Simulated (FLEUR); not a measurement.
# Magnetic state of YMnSi from several starts, part 2 of 3

Wanted: the moments of YMnSi and the energy of each order that was tried.

FLEUR MaX-R8.1; LDA (VWN); all-electron FLAPW, Dirac cores, scalar-relativistic bands.

So far. Step 2 (Order 1, typed as ferro ++): After 34 cycles the largest moment stands at 2.05 μB.

### Step 3. Run 2 (antiferro +-)

Reversing part of the moments tests the sign of the couplings between them.

File inp.xml:

```
<?xml version="1.0" encoding="UTF-8" standalone="no"?>
<fleurInput fleurInputVersion="0.39">
   <comment>
      YMnSi
   </comment>
   <calculationSetup>
      <cutoffs Kmax="4.21" Gmax="12.6" GmaxXC="12.6" numbands="0"/>
      <scfLoop itmax="90" minDistance="0.00002" maxIterBroyd="15" imix="Anderson" alpha="0.05" precondParam="0.0" spinf="2.0" sdNocoIR="T"/>
      <coreElectrons ctail="T" frcor="F" kcrel="0" coretail_lmax="0"/>
      <xcFunctional name="vwn" relativisticCorrections="F"/>
      <magnetism jspins="2"/>
      <soc l_soc="F" theta="0.0" phi="0.0" spav="F"/>
      <expertModes spex="0" secvar="F"/>
      <geometryOptimization l_f="F" forcealpha="1.0" forcemix="BFGS" epsdisp="0.00001" epsforce="0.00001"/>
      <ldaU l_linMix="F" mixParam="0.05" spinf="1.0"/>
   </calculationSetup>
   <cell>
      <bzIntegration valenceElectrons="60.0" mode="hist" fermiSmearingEnergy="0.00183747">
         <kPointListSelection listName="default-1"/>
         <xi:include xmlns:xi="http://www.w3.org/2001/XInclude" href="kpts.xml"> </xi:include>
      </bzIntegration>
      <xi:include xmlns:xi="http://www.w3.org/2001/XInclude" href="sym.xml"> </xi:include>
      <bulkLattice scale="1.0">
         <bravaisMatrix>
            <row-1>    7.3695225145696277     0.0000000000000000     0.0000000000000000</row-1>
            <row-2>    0.0000000000000000     7.3695225145696277     0.0000000000000000</row-2>
            <row-3>    0.0000000000000000     0.0000000000000000    13.7922848707827690</row-3>
         </bravaisMatrix>
      </bulkLattice>
   </cell>
   <atomSpecies>
      <species name="Yttrium (Y)" element="Y" atomicNumber="39">
         <mtSphere radius="2.8" gridPoints="925" logIncrement="0.014"/>
         <atomicCutoffs lmax="10" lnonsphr="8"/>
         <electronConfig flipSpins="F">
            <coreConfig>(1s1/2) (2s1/2) (2p1/2) (2p3/2) (3s1/2) (3p1/2) (3p3/2) (3d3/2) (3d5/2)</coreConfig>
            <valenceConfig>(4s1/2) (4p1/2) (4p3/2) (5s1/2) (4d3/2) (4d5/2)</valenceConfig>
            <stateOccupation state="(4d3/2)" spinUp="0.200000" spinDown="0.200000"/>
            <stateOccupation state="(4d5/2)" spinUp="0.300000" spinDown="0.300000"/>
         </electronConfig>
         <energyParameters s="5" p="5" d="4" f="4"/>
         <lo type="SCLO" l="0" n="4" eDeriv="0"/>
         <lo type="SCLO" l="1" n="4" eDeriv="0"/>
      </species>
      <species name="Manganese 3.500" element="Mn" atomicNumber="25">
         <mtSphere radius="2.54" gridPoints="839" logIncrement="0.015"/>
         <atomicCutoffs lmax="10" lnonsphr="8"/>
         <electronConfig flipSpins="F">
            <coreConfig>(1s1/2) (2s1/2) (2p1/2) (2p3/2)</coreConfig>
            <valenceConfig>(3s1/2) (3p1/2) (3p3/2) (4s1/2) (3d3/2) (3d5/2)</valenceConfig>
            <stateOccupation state="(3d3/2)" spinUp="1.25" spinDown="0.75"/>
            <stateOccupation state="(3d5/2)" spinUp="3.0" spinDown="0.0"/>
         </electronConfig>
         <energyParameters s="4" p="4" d="3" f="4"/>
         <lo type="SCLO" l="0" n="3" eDeriv="0"/>
         <lo type="SCLO" l="1" n="3" eDeriv="0"/>
      </species>
      <species name="Manganese -3.500" element="Mn" atomicNumber="25">
         <mtSphere radius="2.54" gridPoints="839" logIncrement="0.015"/>
         <atomicCutoffs lmax="10" lnonsphr="8"/>
         <electronConfig flipSpins="F">
            <coreConfig>(1s1/2) (2s1/2) (2p1/2) (2p3/2)</coreConfig>
            <valenceConfig>(3s1/2) (3p1/2) (3p3/2) (4s1/2) (3d3/2) (3d5/2)</valenceConfig>
            <stateOccupation state="(3d3/2)" spinUp="0.75" spinDown="1.25"/>
            <stateOccupation state="(3d5/2)" spinUp="0.0" spinDown="3.0"/>
         </electronConfig>
         <energyParameters s="4" p="4" d="3" f="4"/>
         <lo type="SCLO" l="0" n="3" eDeriv="0"/>
         <lo type="SCLO" l="1" n="3" eDeriv="0"/>
      </species>
      <species name="Silicon (Si)" element="Si" atomicNumber="14">
         <mtSphere radius="1.78" gridPoints="589" logIncrement="0.019"/>
         <atomicCutoffs lmax="6" lnonsphr="4"/>
         <electronConfig flipSpins="F">
            <coreConfig>(1s1/2) (2s1/2) (2p1/2) (2p3/2)</coreConfig>
            <valenceConfig>(3s1/2) (3p1/2) (3p3/2)</valenceConfig>
            <stateOccupation state="(3p1/2)" spinUp="0.333333" spinDown="0.333333"/>
            <stateOccupation state="(3p3/2)" spinUp="0.666667" spinDown="0.666667"/>
         </electronConfig>
         <energyParameters s="3" p="3" d="3" f="4"/>
      </species>
   </atomSpecies>
   <atomGroups>
      <atomGroup species="Yttrium (Y)">
         <relPos label="                   1">1.000/2.000 .0000000000 -.3350803900</relPos>
         <relPos label="                   2">.0000000000 1.000/2.000 .3350803900</relPos>
         <force calculate="T" relaxXYZ="TTT"/>
      </atomGroup>
      <atomGroup species="Manganese 3.500">
         <relPos label="                   3">.0000000000 .0000000000 .0000000000</relPos>
         <force calculate="T" relaxXYZ="TTT"/>
      </atomGroup>
      <atomGroup species="Manganese -3.500">
         <relPos label="                   4">1.000/2.000 1.000/2.000 .0000000000</relPos>
         <force calculate="T" relaxXYZ="TTT"/>
      </atomGroup>
      <atomGroup species="Silicon (Si)">
         <relPos label="                   5">.0000000000 1.000/2.000 -.2030921600</relPos>
         <relPos label="                   6">1.000/2.000 .0000000000 .2030921600</relPos>
         <force calculate="T" relaxXYZ="TTT"/>
      </atomGroup>
   </atomGroups>
   <output dos="F" band="F" slice="F">
      <bandDOS minEnergy="-.5*Htr" maxEnergy="0.5*Htr" sigma="0.015" storeEVData="T"/>
      <plotting iplot="0" polar="F">
         <plot TwoD="T" vec1="  1.0  0.0  0.0" vec2="  0.0  1.0  0.0" vec3="  0.0  0.0  1.0" zero="  0.0  0.0  0.0" file="plot"/>
      </plotting>
      <moessbauerParams electricFieldGradient="F" isomerShift="F" coreHyperfine="F" valenceHyperfine="F"/>
   </output>
</fleurInput>
```

File crystal.txt:

```
YMnSi
&input film=F cartesian=F /
3.89978337000  0.00000000000  0.00000000000
0.00000000000  3.89978337000  0.00000000000
0.00000000000  0.00000000000  7.29856284000
1.8897261246
1.0 1.0 1.0

6
39 0.50000000000  0.00000000000  0.66491961000
39 0.00000000000  0.50000000000  0.33508039000
25 0.00000000000  0.00000000000  0.00000000000 : 3.500
25 0.50000000000  0.50000000000  0.00000000000 : -3.500
14 0.00000000000  0.50000000000  0.79690784000
14 0.50000000000  0.00000000000  0.20309216000

&kpt div1=8 div2=8 div3=4 gamma=T /
```

Launch:

```
$ OMP_NUM_THREADS=1 inpgen -f crystal.txt > inpgen.log  # inp.xml is then edited as shown
$ OMP_NUM_THREADS=1 mpirun -n 4 fleur_MPI > fleur.log
```

What it wrote:

```text
[banner, memory and clock lines left out]
Welcome to FLEUR        (www.flapw.de)
      MaX-Release 8.1          (www.max-centre.eu)

 ========== k-point set info ==========
 Selected k-point list: default-1
 k-point list type: mesh
 0 x 0 x 0
 Number of k points: 48

 ------------Calculation Setup---------------------------
 Number of PE/node        :            4
 Number of OMP-threads    :            1
 k-points in parallel     :            4
 pe's per k-point         :            1
 No of k-point loops      :           12
 Eigenvalue solver        :       lapack
 Number of basis functions:          997
 Approximate size of matrices (H+S) per k-point:         0.030 GB
 Iteration:     1   Distance:      17.44947990 me/bohr^3
 Iteration:     2   Distance:      11.40798468 me/bohr^3
 Iteration:     3   Distance:      10.23754016 me/bohr^3
 Iteration:     4   Distance:       7.53028069 me/bohr^3
 Iteration:     5   Distance:       4.03579113 me/bohr^3
 Iteration:     6   Distance:       5.58314549 me/bohr^3
 Iteration:     7   Distance:       3.46315731 me/bohr^3
 Iteration:     8   Distance:       4.68099052 me/bohr^3
 Iteration:     9   Distance:       2.07420521 me/bohr^3
 Iteration:    10   Distance:       1.83960157 me/bohr^3
[... 16 iterations left out ...]
 Iteration:    27   Distance:       0.00084469 me/bohr^3
 Iteration:    28   Distance:       0.00072841 me/bohr^3
 Iteration:    29   Distance:       0.00017050 me/bohr^3
 Iteration:    30   Distance:       0.00015002 me/bohr^3
 Iteration:    31   Distance:       0.00013304 me/bohr^3
 Iteration:    32   Distance:       0.00009116 me/bohr^3
 Iteration:    33   Distance:       0.00005430 me/bohr^3
 Iteration:    34   Distance:       0.00003009 me/bohr^3
 Iteration:    35   Distance:       0.00002218 me/bohr^3
 Iteration:    36   Distance:       0.00000925 me/bohr^3

 ********************************************************************
 Run finished successfully
 Stop message:
   all done
 ********************************************************************

--- out.xml (last complete iteration) ---
<iteration numberForCurrentRun="   36" overallNumber="   36">
         [... left out ...]
         <bandgap value="0.0264401676" units="eV"/>
         <sumValenceSingleParticleEnergies value="-31.7649134838" units="Htr"/>
         <FermiEnergy value="0.3251952332" units="Htr"/>
         <valenceDensity>
            <mtCharges spin="1">
               <mtCharge atomType="1" total="4.6280232" s="1.0993464" p="3.0340927" d="0.4772871" f="0.0145970"/>
               <mtCharge atomType="2" total="8.3022980" s="1.2448665" p="3.3015262" d="3.7371929" f="0.0153914"/>
               <mtCharge atomType="3" total="6.1378594" s="1.2172150" p="3.2589095" d="1.6402820" f="0.0171448"/>
               <mtCharge atomType="4" total="0.6342561" s="0.2853583" p="0.3271888" d="0.0204135" f="0.0011464"/>
            </mtCharges>
            <mtCharges spin="2">
               <mtCharge atomType="1" total="4.6280232" s="1.0993464" p="3.0340927" d="0.4772871" f="0.0145970"/>
               <mtCharge atomType="2" total="6.1378594" s="1.2172150" p="3.2589095" d="1.6402820" f="0.0171448"/>
               <mtCharge atomType="3" total="8.3022980" s="1.2448665" p="3.3015262" d="3.7371929" f="0.0153914"/>
               <mtCharge atomType="4" total="0.6342561" s="0.2853583" p="0.3271888" d="0.0204135" f="0.0011464"/>
            </mtCharges>
            <spinDependentCharge spin="1" total="30.0000000" interstitial="5.0352840" mtSpheres="24.9647160"/>
            <spinDependentCharge spin="2" total="30.0000000" interstitial="5.0352840" mtSpheres="24.9647160"/>
            <totalCharge value="60.0000000000"/>
         </valenceDensity>
         [... left out ...]
         <magneticMomentsInMTSpheres units="muBohr">
            <globalMagMoment atomType="1" vec="0.00000   0.00000   0.00000"/>
            <localMagMoment atomType="1" vec="0.00000   0.00000   0.00000"/>
            <globalMagMoment atomType="2" vec="0.00000   0.00000   2.16444"/>
            <localMagMoment atomType="2" vec="0.00000   0.00000   2.16444"/>
            <globalMagMoment atomType="3" vec="0.00000   0.00000  -2.16444"/>
            <localMagMoment atomType="3" vec="0.00000   0.00000  -2.16444"/>
            <globalMagMoment atomType="4" vec="0.00000   0.00000   0.00000"/>
            <localMagMoment atomType="4" vec="0.00000   0.00000   0.00000"/>
         </magneticMomentsInMTSpheres>
         [... left out ...]
         <totalEnergy value="    -9655.2067862840" units="Htr">
            <sumOfEigenvalues value="    -5643.9221694046">
               <coreElectrons value="-5612.1572559208"/>
               <valenceElectrons value="-31.7649134838"/>
            </sumOfEigenvalues>
            <densityCoulombPotentialIntegral value="-15073.7120136269"/>
            <densityEffectivePotentialIntegral value="-15539.7294659581"/>
            <chargeDenXCDenIntegral value="-351.9005108659"/>
            <FockExchangeEnergyValence value="0.0000000000"/>
            <FockExchangeEnergyCore value="0.0000000000"/>
         [... left out ...]
            <tkbTimesEntropy value="0.0022971361"/>
            <freeEnergy value="-9655.2090834201"/>
            <extrapolationTo0K value="-9655.2079348521"/>
         </totalEnergy>
         <densityConvergence units="me/bohr^3">
            <chargeDensity spin="1" distance="0.0000060834"/>
            <chargeDensity spin="2" distance="0.0000060800"/>
            <overallChargeDensity distance="0.0000078946"/>
            <spinDensity distance="0.0000092533"/>
         </densityConvergence>
      </iteration>
```

Wall time 5.8 min (4 MPI ranks of AMD EPYC 9R45, shared host); peak memory 0.65 GiB; 23 min of CPU time.

Spin moment in the muffin-tin sphere by atom:

```csv
atom,spin moment in the muffin-tin sphere (μB)
Y1,0.00
Y2,0.00
Mn3,2.16
Mn4,-2.16
Si5,0.00
Si6,0.00
```

Read from the output:

| Property | Result |
| --- | --- |
| free energy | -262731.6237 eV |
| program's band gap on this mesh (in a metal only a level spacing) | 0.02644 eV |
| magnetization | 0 μB |
| final state | antiferromagnetic |

It lies 74.5 meV a seeded atom over the first start, and its largest moment is 2.16 μB against 2.05 μB.

### Step 4. Run 3 (no spin polarisation)

Without spin polarisation no moment can form, so the difference from the other runs is what forming moments gains.

inp.xml: that of step 3 with these lines changed.

```diff
@@ -10,3 +10,3 @@
       <xcFunctional name="vwn" relativisticCorrections="F"/>
-      <magnetism jspins="2"/>
+      <magnetism jspins="1"/>
       <soc l_soc="F" theta="0.0" phi="0.0" spav="F"/>
@@ -44,3 +44,3 @@
       </species>
-      <species name="Manganese 3.500" element="Mn" atomicNumber="25">
+      <species name="Manganese (Mn)" element="Mn" atomicNumber="25">
          <mtSphere radius="2.54" gridPoints="839" logIncrement="0.015"/>
@@ -50,17 +50,4 @@
             <valenceConfig>(3s1/2) (3p1/2) (3p3/2) (4s1/2) (3d3/2) (3d5/2)</valenceConfig>
-            <stateOccupation state="(3d3/2)" spinUp="1.25" spinDown="0.75"/>
-            <stateOccupation state="(3d5/2)" spinUp="3.0" spinDown="0.0"/>
-         </electronConfig>
-         <energyParameters s="4" p="4" d="3" f="4"/>
-         <lo type="SCLO" l="0" n="3" eDeriv="0"/>
-         <lo type="SCLO" l="1" n="3" eDeriv="0"/>
-      </species>
-      <species name="Manganese -3.500" element="Mn" atomicNumber="25">
-         <mtSphere radius="2.54" gridPoints="839" logIncrement="0.015"/>
-         <atomicCutoffs lmax="10" lnonsphr="8"/>
-         <electronConfig flipSpins="F">
-            <coreConfig>(1s1/2) (2s1/2) (2p1/2) (2p3/2)</coreConfig>
-            <valenceConfig>(3s1/2) (3p1/2) (3p3/2) (4s1/2) (3d3/2) (3d5/2)</valenceConfig>
-            <stateOccupation state="(3d3/2)" spinUp="0.75" spinDown="1.25"/>
-            <stateOccupation state="(3d5/2)" spinUp="0.0" spinDown="3.0"/>
+            <stateOccupation state="(3d3/2)" spinUp="1.000000" spinDown="1.000000"/>
+            <stateOccupation state="(3d5/2)" spinUp="1.500000" spinDown="1.500000"/>
          </electronConfig>
@@ -84,12 +71,9 @@
       <atomGroup species="Yttrium (Y)">
-         <relPos label="                   1">1.000/2.000 .0000000000 -.3350803900</relPos>
-         <relPos label="                   2">.0000000000 1.000/2.000 .3350803900</relPos>
+         <relPos label="                   1">1.000/4.000 -1.000/4.000 -.3350803900</relPos>
+         <relPos label="                   2">-1.000/4.000 1.000/4.000 .3350803900</relPos>
          <force calculate="T" relaxXYZ="TTT"/>
       </atomGroup>
-      <atomGroup species="Manganese 3.500">
-         <relPos label="                   3">.0000000000 .0000000000 .0000000000</relPos>
-         <force calculate="T" relaxXYZ="TTT"/>
-      </atomGroup>
-      <atomGroup species="Manganese -3.500">
-         <relPos label="                   4">1.000/2.000 1.000/2.000 .0000000000</relPos>
+      <atomGroup species="Manganese (Mn)">
+         <relPos label="                   3">-1.000/4.000 -1.000/4.000 .0000000000</relPos>
+         <relPos label="                   4">1.000/4.000 1.000/4.000 .0000000000</relPos>
          <force calculate="T" relaxXYZ="TTT"/>
@@ -97,4 +81,4 @@
       <atomGroup species="Silicon (Si)">
-         <relPos label="                   5">.0000000000 1.000/2.000 -.2030921600</relPos>
-         <relPos label="                   6">1.000/2.000 .0000000000 .2030921600</relPos>
+         <relPos label="                   5">-1.000/4.000 1.000/4.000 -.2030921600</relPos>
+         <relPos label="                   6">1.000/4.000 -1.000/4.000 .2030921600</relPos>
          <force calculate="T" relaxXYZ="TTT"/>
```

crystal.txt: that of step 3 with these lines changed.

```diff
@@ -11,4 +11,4 @@
 39 0.00000000000  0.50000000000  0.33508039000
-25 0.00000000000  0.00000000000  0.00000000000 : 3.500
-25 0.50000000000  0.50000000000  0.00000000000 : -3.500
+25 0.00000000000  0.00000000000  0.00000000000
+25 0.50000000000  0.50000000000  0.00000000000
 14 0.00000000000  0.50000000000  0.79690784000
```

What it wrote:

```text
[banner, memory and clock lines left out]
Welcome to FLEUR        (www.flapw.de)
      MaX-Release 8.1          (www.max-centre.eu)

 ========== k-point set info ==========
 Selected k-point list: default-1
 k-point list type: mesh
 0 x 0 x 0
 Number of k points: 48

 [... set-up left out ...]
 Iteration:     1   Distance:      25.22738280 me/bohr^3
 Iteration:     2   Distance:       9.02123864 me/bohr^3
 Iteration:     3   Distance:       9.77936140 me/bohr^3
 Iteration:     4   Distance:       4.61161936 me/bohr^3
 Iteration:     5   Distance:       5.73133670 me/bohr^3
[...]
<FermiEnergy value="0.3195087573" units="Htr"/>
         [... left out ...]
         <totalEnergy value="    -9655.1953389657" units="Htr">
            <sumOfEigenvalues value="    -5644.1593731379">
               <coreElectrons value="-5612.4679691546"/>
               <valenceElectrons value="-31.6914039833"/>
            </sumOfEigenvalues>
         [... left out ...]
            <freeEnergy value="-9655.1981060837"/>
            <extrapolationTo0K value="-9655.1967225247"/>
         </totalEnergy>
         <densityConvergence units="me/bohr^3">
            <chargeDensity spin="1" distance="0.0000097406"/>
         </densityConvergence>
      </iteration>
```

Elapsed: 51 s, on 4 MPI ranks; peak memory 0.42 GiB; 3.4 min of CPU time.

Read from the output:

```yaml
free_energy: -262731.3249 eV
program_s_band_gap_on_this_mesh_in_a_metal_only_a_level_spacing: 0.006114 eV
final_state: non-magnetic (no spin polarisation)
```

It lies 224 meV a seeded atom over the first start.

(Continued in part 3 of 3.)

[Logs and program files are shortened in this print: banners, set-up blocks, solver, clock and traceback lines can be left out without a mark of their own.]

[Logs are printed without paths, hosts, clocks, repeated set-up lines and the standing remarks that a program may print on its own settings, such as how far it seeks lower states.]

[Hosts, paths, dates, database ids (printed as entryN), source tags and the programs' standing remarks are cut or masked in the printed files.]

[Where a cell is said to come from a database of computed structures, the database is the Materials Project.]
